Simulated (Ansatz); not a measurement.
# What BaCdBO3F (built on the sites of a database entry of BaZnBO3F) distorts into

Wanted: the energy along a soft mode of BaCdBO3F (built on the sites of a database entry of BaZnBO3F) and the structure at the end.

Calculated with Ansatz 0.2.0; DFT PBEsol, scalar-relativistic, plane waves, PAW.

The structure was built from a prototype and need not be the compound's stable phase.

## 1. Set-up

The structure is hexagonal, space group P-6 (No. 174). Conventional cell: a = 5.188 Å, b = 5.188 Å, c = 4.419 Å, α = 90.00°, β = 90.00°, γ = 120.00°. Nearest to Ba lie 6 O at 2.80 Å and 3 F at 3.00 Å. Nearest to Cd lie 3 O at 2.20 Å and 2 F at 2.21 Å. Nearest to B lie 3 O at 1.38 Å. Nearest to O lie 1 B at 1.38 Å and 1 Cd at 2.20 Å and 2 Ba at 2.80 Å. Nearest to F lie 2 Cd at 2.21 Å and 3 Ba at 3.00 Å. Farther neighbours and most contacts between anions are not listed.

Structure file:

```cif
data_structure
_symmetry_space_group_name_H-M 'P 1'
_symmetry_Int_Tables_number 1
_cell_length_a 5.1884
_cell_length_b 5.1884
_cell_length_c 4.4188
_cell_angle_alpha 90.000
_cell_angle_beta 90.000
_cell_angle_gamma 120.000
_cell_volume 103.02
loop_
_atom_site_label
_atom_site_type_symbol
_atom_site_fract_x
_atom_site_fract_y
_atom_site_fract_z
_atom_site_occupancy
Ba1 Ba 0.00000 0.00000 0.00000 1
Cd2 Cd 0.33333 0.66667 0.50000 1
B3 B 0.66667 0.33333 0.50000 1
O4 O 0.37221 0.26417 0.50000 1
O5 O 0.89196 0.62779 0.50000 1
O6 O 0.73583 0.10804 0.50000 1
F7 F 0.33333 0.66667 0.00000 1
```

## 2. The dispersion

The cell comes from relaxations at this level that are not shown. Stability and thermal properties need the whole zone. Linear response on a 2×2×2 q mesh gives force constants as far as a supercell of that size would, and the tensors from the zone-centre run are typed in so that the long-range dipole term is interpolated apart.

File input.yaml:

```yaml
crystal:
  lattice:
    - [5.188433932, 0.0, 0.0]
    - [-2.594216966, 4.493315591, 0.0]
    - [0.0, 0.0, 4.4187726628]
  atoms:
    - { symbol: Ba, position: [0.0, 0.0, 0.0] }
    - { symbol: Cd, position: [0.3333333333, 0.6666666667, 0.5] }
    - { symbol: B, position: [0.6666666667, 0.3333333333, 0.5] }
    - { symbol: O, position: [0.3722092563, 0.2641726768, 0.5] }
    - { symbol: O, position: [0.8919634205, 0.6277907437, 0.5] }
    - { symbol: O, position: [0.7358273232, 0.1080365795, 0.5] }
    - { symbol: F, position: [0.3333333333, 0.6666666667, 0.0] }
kpoints:
  mp_grid: { grid: [6, 6, 4] }
hamiltonian:
  xc: pbesol
scf:
  occupations: { method: fixed }
output:
  eigenvalues: true
phonons:
  method: dfpt
  qmesh: [2, 2, 2]
  temperatures: { t_max: 1000, t_step: 50 }
  qpath:
    path:
      - [[0.0, 0.0, 0.0], [0.5, 0.0, 0.0], [0.33333333, 0.33333333, 0.0], [0.0, 0.0, 0.0], [0.0, 0.0, 0.5], [0.5, 0.0, 0.5], [0.33333333, 0.33333333, 0.5], [0.0, 0.0, 0.5]]
      - [[0.5, 0.0, 0.5], [0.5, 0.0, 0.0]]
      - [[0.33333333, 0.33333333, 0.5], [0.33333333, 0.33333333, 0.0]]
    npoints: 10
  non_analytic_term:
    high_frequency_dielectric_tensor: [[3.3216, 0.0, 0.0], [0.0, 3.3216, 0.0], [0.0, 0.0, 3.0847]]
    born_effective_charges:
      - { species: Ba, tensor: [[2.403, -0.0174, 0.0], [0.0174, 2.403, 0.0], [0.0, 0.0, 3.3172]] }
      - { species: Cd, tensor: [[2.3647, -0.0716, 0.0], [0.0716, 2.3647, 0.0], [0.0, 0.0, 2.1596]] }
      - { species: B, tensor: [[2.8216, 0.4411, 0.0], [-0.4411, 2.8216, 0.0], [0.0, 0.0, 0.0886]] }
      - { species: O, tensor: [[-2.607, -0.2719, 0.0], [-0.0126, -1.7129, 0.0], [0.0, 0.0, -1.2405]] }
      - { species: O, tensor: [[-1.8132, -0.4457, 0.0], [-0.1863, -2.5066, 0.0], [0.0, 0.0, -1.2405]] }
      - { species: O, tensor: [[-2.0596, 0.3286, 0.0], [0.5879, -2.2603, 0.0], [0.0, 0.0, -1.2405]] }
      - { species: F, tensor: [[-1.1095, 0.037, 0.0], [-0.037, -1.1095, 0.0], [0.0, 0.0, -1.8438]] }
    source: "zone-centre run at this cell"
```

The run is started by

```console
$ ansatz run input.yaml --threads 8 --pin off --max-ram 14336MiB --backend cpu --events-out ev --progress --plain --runs-dir out
```

Numbers of over 12 decimals in the logs are rounded to 6 here.

Output:

```text
Warning: phonons: the dynamical matrix that this run interpolates holds no multipole term above the dipole-dipole one, and a site of this crystal is no centre of inversion, so its interpolated transverse optical and acoustic branches and sound speeds can stay off near Gamma, and the density of states and the thermodynamics with them. What a run solves at a wave vector of phonons.qpoints, Gamma apart, where the deck admits one, is free of this, and under fd what a larger phonons.supercell samples
Engine: ansatz 0.2.0, x86_64-unknown-linux-gnu
Pseudopotentials: kind: paw
Pseudopotential: Ba, paw, valence charge 10, recommended cutoff 420 eV (normal), Ba.paw.azcp
Pseudopotential: Cd, paw, valence charge 20, recommended cutoff 420 eV (normal), Cd.paw.azcp
Pseudopotential: B, paw, valence charge 3, recommended cutoff 420 eV (normal), B.paw.azcp
Pseudopotential: O, paw, valence charge 6, recommended cutoff 420 eV (normal), O.paw.azcp
Pseudopotential: F, paw, valence charge 7, recommended cutoff 420 eV (normal), F.paw.azcp
Functional definition: PBEsol
  exchange = pbesol_x
  correlation = pbesol_c
Crystal: 7 atoms, lattice volume = 103.016 Å³
Basis set: ecut = 420 eV, 2025 PW (Γ), exchange–correlation on 72×72×60 points (8 copies of the dense FFT grid, shifted against one another)
Bands: 36, of which v1, the nominal top of the filled ones, is band 29 counted from 1 (28 counted from 0)
Symmetry: 6 space group operations
k-points: 24 of 144 (time reversal used)
Non-local potential: Ba, projectors of the file, l = 0: 3, l = 1: 2, l = 2: 2, l = 3: 2
Non-local potential: Cd, projectors of the file, l = 0: 3, l = 1: 2, l = 2: 2, l = 3: 1
Non-local potential: B, projectors of the file, l = 0: 2, l = 1: 2, l = 2: 1
Non-local potential: O, projectors of the file, l = 0: 2, l = 1: 2, l = 2: 1
Non-local potential: F, projectors of the file, l = 0: 2, l = 1: 2, l = 2: 1
PAW form: soft (Blöchl's): semilocal exchange-correlation on the pseudo side does not see the compensation charge
PAW frozen core: Ba, regenerated for the run's functional, and the local potential with it (the file was generated under x = pbe(κ = 0.804, μ = 0.219515), c = pbe(β = 0.066725))
PAW frozen core: Cd, regenerated for the run's functional, and the local potential with it (the file was generated under x = pbe(κ = 0.804, μ = 0.219515), c = pbe(β = 0.066725))
PAW frozen core: B, regenerated for the run's functional, and the local potential with it (the file was generated under x = pbe(κ = 0.804, μ = 0.219515), c = pbe(β = 0.066725))
PAW frozen core: O, regenerated for the run's functional, and the local potential with it (the file was generated under x = pbe(κ = 0.804, μ = 0.219515), c = pbe(β = 0.066725))
PAW frozen core: F, regenerated for the run's functional, and the local potential with it (the file was generated under x = pbe(κ = 0.804, μ = 0.219515), c = pbe(β = 0.066725))
PAW one-centre angular grid: Ba, 194 points (default); XC on 64 Gauss nodes
PAW one-centre angular grid: Cd, 590 points (default); XC on 64 Gauss nodes
PAW one-centre angular grid: B, 110 points (default); XC on 64 Gauss nodes
PAW one-centre angular grid: O, 110 points (default); XC on 64 Gauss nodes
PAW one-centre angular grid: F, 110 points (default); XC on 64 Gauss nodes
Initial density: superposition of atomic densities (neutral atoms: chi_scale 0, normalization atom), corrected by the library's trained network
Initial wavefunctions: pseudopotential atomic-orbital guess
Functional: x = pbesol(κ = 0.804, μ = 0.123457), c = pbesol(β = 0.046)
SCF iter   1: F=—  HF=-16689.263818 eV  |F-HF|=—  |Δ(HF+E_count)|=         —  Δρ=1.29e-2  dr2=1.30e-1  ethr=1.77e-3  ⟨swp⟩=5.0  Hψ=3113  notcnv=0  defer=117
preconditioner: auto → Resta (q_TF=auto, 2.479 Å⁻¹)  ε∞=4.2  [insulator: Δε(μ)=2.598 eV  Ē_g=14.366 eV  n_scr=26 (ndim 8)  ℏωp=25.9 eV  f_vac=0.092  ε∞_Penn≈4.2]
SCF iter   2: F=—  HF=-16689.228266 eV  |F-HF|=—  |Δ(HF+E_count)|=   3.56e-2  Δρ=2.28e-3  dr2=2.81e-3  ethr=2.24e-4  ⟨swp⟩=2.5  Hψ=1685  notcnv=0  defer=117
SCF iter   3: F=—  HF=-16689.228280 eV  |F-HF|=—  |Δ(HF+E_count)|=   1.41e-5  Δρ=1.01e-3  dr2=8.12e-4  ethr=4.85e-6  ⟨swp⟩=2.1  Hψ=1521  notcnv=0  defer=120
SCF iter   4: F=—  HF=-16689.228621 eV  |F-HF|=—  |Δ(HF+E_count)|=   3.41e-4  Δρ=4.30e-4  dr2=1.44e-4  ethr=1.40e-6  ⟨swp⟩=2.8  Hψ=1178  notcnv=0  defer=120
SCF iter   5: F=—  HF=-16689.228673 eV  |F-HF|=—  |Δ(HF+E_count)|=   5.17e-5  Δρ=8.82e-5  dr2=7.60e-6  ethr=2.48e-7  ⟨swp⟩=2.0  Hψ=1532  notcnv=0  defer=113
SCF iter   6: F=—  HF=-16689.228685 eV  |F-HF|=—  |Δ(HF+E_count)|=   1.15e-5  Δρ=6.89e-5  dr2=3.61e-6  ethr=1.31e-8  ⟨swp⟩=2.0  Hψ=1503  notcnv=0  defer=61
SCF iter   7: F=—  HF=-16689.228689 eV  |F-HF|=—  |Δ(HF+E_count)|=   4.78e-6  Δρ=1.48e-5  dr2=2.44e-7  ethr=6.22e-9  ⟨swp⟩=2.0  Hψ=1393  notcnv=0  defer=49
SCF iter   8: F=—  HF=-16689.228690 eV  |F-HF|=—  |Δ(HF+E_count)|=   3.85e-7  Δρ=6.69e-6  dr2=5.11e-8  ethr=4.21e-10  ⟨swp⟩=2.0  Hψ=1421  notcnv=0  defer=49
SCF iter   9: F=—  HF=-16689.228690 eV  |F-HF|=—  |Δ(HF+E_count)|=   2.52e-8  Δρ=1.11e-6  dr2=2.23e-9  ethr=8.81e-11  ⟨swp⟩=2.1  Hψ=1396  notcnv=0  defer=49
SCF iter  10: F=—  HF=-16689.228690 eV  |F-HF|=—  |Δ(HF+E_count)|=   4.17e-9  Δρ=2.52e-7  dr2=9.43e-11  ethr=3.84e-12  ⟨swp⟩=2.0  Hψ=1361  notcnv=0  defer=49
SCF iter  11: F=-16689.228690 eV  HF=-16689.228690 eV  |F-HF|=3.64e-12  |Δ(HF+E_count)|=  1.38e-10  Δρ=5.42e-8  dr2=3.21e-12  ethr=1.00e-12  ⟨swp⟩=15.1  Hψ=6605  notcnv=0
SCF 1 converged in 11 iterations: F = -16689.228690 eV  dr2 = 3.21e-12
  greatest PAW one-centre occupation: 1.000 electrons in one spin orbital (limit 2), on the Cd atom at site 1 (counted from 0), in its partial waves of l = 0
NSCF: frozen V_eff on 24 k-points
NSCF: frozen V_eff on 60 k-points
DFPT response loops at q = (0, 0, 0) (fractional): preconditioner auto → none (the input reference at scf.mixing.eps_inf says where Resta's filter doesn't serve); β = 0.50; Broyden in place of MSR1
NSCF: frozen V_eff on 120 k-points
DFPT response loops at q = (0, 0, -0.5) (fractional): preconditioner auto → Resta (q_TF=auto, 2.479 Å⁻¹)  ε∞=4.7 (no band partly filled); β = 1.00, the filter's whole step (`scf.mixing.beta` (0.50) is not read by the response loops at its default; to damp them type it under 1.00, their step now; it binds the ground state too); Broyden in place of MSR1
NSCF: frozen V_eff on 120 k-points
DFPT response loops at q = (0, -0.5, 0) (fractional): mixed as the last ones told, above
NSCF: frozen V_eff on 120 k-points
DFPT response loops at q = (0, -0.5, -0.5) (fractional): mixed as the last ones told, above
SCF converged after 11 iterations
Free energy (F): -16689.228690 eV
Harris-Foulkes:  -16689.228690 eV  (|F-HF|=3.64e-12)
Internal energy: -16689.228690 eV  (E = F + TS)
E sigma→0 (E₀):  -16689.228690 eV
Fermi energy:    7.002754 eV
--- Per-component energies (eV) ---
  E_band       = -548.935545
  E_kinetic    = 1456.760748
  E_local      = -6257.706791  (includes V_loc(G=0)·N_el)
  E_nonlocal   = 328.259635
  E_hartree    = 2728.591262
  E_xc         = -671.739491
  E_vxc        = -776.847795  (∫ρ·V_xc dr)
  E_paw        = -9883.466095  (= ΣΔE_a)
  E_vpaw       = -756.593332  (= ΣTr[D̂ρ^β])
  E_aug_tail   = 0.009437  (compensation charges beyond the density's cutoff)
  E_ewald      = -4390.593805
  E_core_change = 0.656410  (= ΣΔE_core)
  E_smearing   = -0.000000  (= −TS)
  E_closure    = -0.000000  (closes the sum)
  Σ components = -16689.228690   (vs F -16689.228690, Δ=0.00e0)
--- Band table (eV; the first three rows and the last of 24) ---
  k-point 0: bands = [... 25 lower, 5.6473, 5.9219, 6.2073, 6.2073, 9.7630, 12.6733, 13.4942, 13.4942, ... 3 higher]
  k-point 1: bands = [... 25 lower, 5.8493, 6.1752, 6.1752, 6.4786, 10.5738, 12.5886, 13.5649, 13.5649, ... 3 higher]
  k-point 2: bands = [... 25 lower, 6.0526, 6.1157, 6.1157, 6.9938, 12.0061, 12.1634, 13.8075, 13.8075, ... 3 higher]
  k-point 23: bands = [... 25 lower, 5.7400, 5.8857, 6.1343, 6.8403, 12.6509, 12.8168, 13.0546, 13.2232, ... 3 higher]
--- Phonons (Γ-DFPT): 11 representative perturbations + reference (Σ response iterations 40) ---
  ASR residual: 6.687e-4 → 0.000e0 eV/Å²; symmetrization residual: 3.269e-4 eV/Å²
  ASR residual per site (eV/Å²): 8.51e-6 3.31e-4 1.02e-4 5.89e-5 3.94e-5 5.40e-5 6.69e-4
  Γ frequencies (cm⁻¹): 0.00 0.00 0.00 54.69 54.69 96.38 103.69 103.69 153.34 153.34 154.44 243.42 243.42 333.26 429.95 602.00 602.00 713.01 903.34 1225.47 1225.47
--- Phonons (arbitrary-q DFPT): 4 irreducible q on the 2×2×2 mesh ---
  q = [0.0000, 0.0000, 0.0000] (star 1, of the zone-centre solve; hermiticity 1.42e-5, symmetrization 8.20e-7): -0.00 -0.00 -0.00 54.69 54.69 96.38 103.69 103.69 153.34 153.34 154.44 243.42 243.42 333.26 429.95 602.00 602.00 713.01 903.34 1225.47 1225.47
  q = [0.0000, 0.0000, -0.5000] (star 1, 11 solved perturbations in 516 linear systems a pass and spin channel, the states on 60 of 144 k-point pairs; hermiticity 1.43e-5, symmetrization 8.25e-7): -59.33 -59.33 70.44 70.44 73.69 73.69 132.73 171.14 176.28 176.28 241.23 241.23 256.68 294.34 460.32 601.92 601.92 724.11 901.40 1225.94 1225.94
  q = [0.0000, -0.5000, 0.0000] (star 3, 21 solved perturbations on 60 of 144 k-point pairs; hermiticity 4.13e-6, symmetrization 1.71e-6): 14.86 52.82 56.45 74.64 78.31 78.33 104.48 142.57 148.53 155.06 168.21 265.97 305.01 328.93 430.51 591.61 606.95 713.26 901.66 1241.57 1295.79
  q = [0.0000, -0.5000, -0.5000] (star 3, 21 solved perturbations on 60 of 144 k-point pairs; hermiticity 7.71e-6, symmetrization 3.82e-6): -71.65 -58.44 61.91 80.20 82.95 92.25 123.02 150.83 171.85 200.28 254.38 260.48 282.93 324.37 424.83 589.62 603.48 720.90 900.43 1235.20 1252.96
  sum rule: each row above includes the acoustic sum rule's correction from the zone centre's row sums; it moved no ω² by more than (3.09 cm⁻¹)²
  mesh force constants: q→R imaginary residual 3.88e-18; ASR residual 6.687e-4 → 0.000e0 eV/Å²; symmetrization residual 2.245e-14 eV/Å²
  interpolated dispersion: 94 rows × 21 modes
  density of states and harmonic sums: on the 14×14×14 q-mesh, interpolated from the force constants of a 2×2×2 supercell (with the dipole–dipole term of supplied tensors)
  largest difference from the sums on the solved wave vectors: F 2.50e-2 eV, S 2.69e-5 and C_V 8.83e-6 eV/K
  zero-point energy: 0.480696 eV/cell   skipped modes (ω ≤ 0): 370, of them read as no rigid motion or as one in doubt: 367 (1.399e0 modes/cell left out, lowest -71.67 cm⁻¹)   left out of the sums: 6.67e-2 of the cell's modes: C_V's classical limit lies that fraction below 3 k_B per atom; for a crystal, a wire or a layer, F and S can be off by more, and a phonons.interpolated_qmesh denser along its periods is the remedy for the sampling
```

Run time: 1.7 min. Hardware: 8 threads of Intel Xeon 6975P-C (Granite Rapids), shared host; peak memory 1.1 GiB.

A gap read on the k-mesh alone can miss the band edges.

Numbers from this step:

* gap on the k-mesh: 2.760 eV
* volume per atom: 14.72 Å³
* sum-rule residual before enforcement: 6.69e-4 eV/Å²
* lowest frequency on the path: -71.65 cm⁻¹
* point group: -6
* highest frequency on the path or at a solved wavevector: 1307 cm⁻¹
* highest optical mode at the zone centre (no LO-TO term): 1225 cm⁻¹
* lowest optical zone-centre mode: 54.69 cm⁻¹
* lowest mode on the q mesh (acoustic modes at Γ apart): -71.65 cm⁻¹

Frequencies (cm⁻¹) solved at each irreducible wavevector; negative means imaginary. Frequencies by wavevector, by row:

```tsv
q in reciprocal lattice units	star	mode 1	mode 2	mode 3	mode 4	mode 19	mode 20	mode 21
0 0 0	1	0	0	0	54.7	903.3	1226	1226
0 0 -0.5	1	-59.3	-59.3	70.4	70.4	901.4	1226	1226
0 -0.5 0	3	14.9	52.8	56.5	74.6	901.7	1242	1296
0 -0.5 -0.5	3	-71.7	-58.4	61.9	80.2	900.4	1235	1253
```

Interpolated from a 2×2×2 q mesh, rough between the solved points, with the LO-TO term (at Γ the limit along the path; where Γ stands inside the path, tables give the limit on arrival). The phonon branches at the labelled points (cm⁻¹):

```tsv
point	branch 1	branch 2	branch 3	branch 4	branch 18	branch 19	branch 20	branch 21
Γ	0	0	0	55	713	903	1226	1307
halfway	20	34	55	63	713	902	1234	1301
M	15	53	56	75	713	902	1242	1296
halfway	20	55	60	62	713	902	1250	1289
K	20	57	58	66	713	902	1261	1278
halfway	28	39	43	72	713	902	1238	1298
Γ	0	0	0	55	713	903	1226	1307
halfway	-28	-28	40	40	723	902	1226	1226
A	-59	-59	70	70	724	901	1226	1226
halfway	-68	-57	74	76	722	900	1230	1242
L	-72	-58	62	80	721	900	1235	1253
halfway	-70	-61	63	74	721	901	1238	1251
H	-66	-66	65	72	721	901	1244	1247
halfway	-69	-57	72	74	722	900	1232	1245
A	-59	-59	70	70	724	901	1226	1226
jump to L	-72	-58	62	80	721	900	1235	1253
halfway	-44	-40	53	75	717	901	1239	1273
M	15	53	56	75	713	902	1242	1296
jump to H	-66	-66	65	72	721	901	1244	1247
halfway	-47	-43	64	68	717	901	1252	1262
K	20	57	58	66	713	902	1261	1278
```

Symmetry leaves 4 wavevectors to solve. The lowest mode among them, the acoustic zeros apart, lies at q = (0, -0.5, -0.5) and is imaginary, 71.7i cm⁻¹, so the energy falls along it.

## 3. The mode frozen in, largest atomic shift 0 Å

The mode followed lies at q = (0, -0.5, -0.5) with frequency 71.6i cm⁻¹, the softest among the wavevectors solved. At small amplitude the distorted cell has space group no. 8 by a symmetry search on the positions. The undistorted cell that holds it gives the zero of energy on the same k mesh.

System of this step: BaCdBO3F (built on the sites of a database entry of BaZnBO3F). It takes space group P-6 (No. 174, hexagonal). The conventional cell has a = 5.188 Å, b = 5.188 Å, c = 4.419 Å, α = 90.00°, β = 90.00°, γ = 120.00°. Nearest to Ba lie 6 O at 2.80 Å and 3 F at 3.00 Å. Nearest to Cd lie 3 O at 2.20 Å and 2 F at 2.21 Å. Nearest to B lie 3 O at 1.38 Å. Nearest to O lie 1 B at 1.38 Å and 1 Cd at 2.20 Å and 2 Ba at 2.80 Å. O has 1 B at 1.38 Å and 1 Cd at 2.20 Å and 2 Ba at 2.80 Å nearest. O has 1 B at 1.38 Å and 1 Cd at 2.20 Å and 2 Ba at 2.80 Å nearest. Farther neighbours and most contacts between anions are not listed.

File input.yaml:

```yaml
crystal:
  lattice:
    - [-5.188433932, 0.0, 0.0]
    - [-2.594216966, -4.493315591, -4.4187726628]
    - [-2.594216966, -4.493315591, 4.4187726628]
  atoms:
    - { symbol: Ba, position: [0.0, 0.0, 0.0] }
    - { symbol: Ba, position: [0.0, 0.5, 0.5] }
    - { symbol: Cd, position: [0.3333333333, 0.9166666667, 0.4166666667] }
    - { symbol: Cd, position: [0.3333333333, 0.4166666667, 0.9166666667] }
    - { symbol: B, position: [0.6666666667, 0.0833333333, 0.5833333333] }
    - { symbol: B, position: [0.6666666667, 0.5833333333, 0.0833333333] }
    - { symbol: O, position: [0.8919634205, 0.1179136616, 0.6179136616] }
    - { symbol: O, position: [0.8919634205, 0.6179136616, 0.1179136616] }
    - { symbol: O, position: [0.7358273232, 0.9361046282, 0.4361046282] }
    - { symbol: O, position: [0.7358273232, 0.4361046282, 0.9361046282] }
    - { symbol: O, position: [0.3722092563, 0.1959817103, 0.6959817103] }
    - { symbol: O, position: [0.3722092563, 0.6959817103, 0.1959817103] }
    - { symbol: F, position: [0.3333333333, 0.1666666667, 0.1666666667] }
    - { symbol: F, position: [0.3333333333, 0.6666666667, 0.6666666667] }
kpoints:
  mp_grid: { grid: [4, 4, 4] }
hamiltonian:
  xc: pbesol
scf:
  occupations: { method: gaussian, width: 0.02 }
output:
  forces: true
  stress: true
  eigenvalues: true
```

Output:

```text
[...]
Crystal: 14 atoms, lattice volume = 206.032 Å³
Basis set: ecut = 420 eV, 4037 PW (Γ), exchange–correlation on 72×96×96 points (8 copies of the dense FFT grid, shifted against one another)
Bands: 72, of which v1, the nominal top of the filled ones, is band 58 counted from 1 (57 counted from 0)
Symmetry: 4 space group operations
[...]
k-points: 24 of 64 (time reversal used)
[...]
k-point 0: bands = [... 54 lower, 6.1777, 6.2073, 6.2073, 7.0023, 9.7629, 12.3399, 12.6732, 12.7459, ... 5 higher]
  k-point 1: bands = [... 54 lower, 6.0855, 6.1159, 6.3125, 6.9648, 10.2049, 12.1033, 12.4888, 12.6859, ... 5 higher]
  k-point 2: bands = [... 54 lower, 6.0158, 6.0158, 6.7190, 6.7190, 11.1883, 11.1883, 12.5411, 12.5411, ... 5 higher]
  k-point 23: bands = [... 54 lower, 6.1777, 6.1994, 7.0003, 7.0023, 11.7326, 12.0164, 12.3399, 12.7458, ... 5 higher]
[key lines of the parts left out:]
SCF converged after 9 iterations
Free energy (F): -33378.457536 eV
Fermi energy:    8.382949 eV
P = ⅓ Tr σ = 0.0006 GPa (0.006 kbar)
```

The job ended after 2.6 s (8 threads; peak memory 1 GiB).

Numbers from this step:

```
pressure                         : 5.84e-4 GPa
energy from the undistorted cell : 0 meV/atom
```

At this level the gap is 2.76 eV on the k-mesh of the self-consistent run, which can miss the band edges.

(Part 1 of 2 ends here.)

[Logs are printed without paths, hosts, clocks, repeated set-up lines and the standing remarks that a program may print on its own settings, such as how far it seeks lower states.]

[Hosts, paths, dates, database ids (printed as entryN), source tags and the programs' standing remarks are cut or masked in the printed files.]
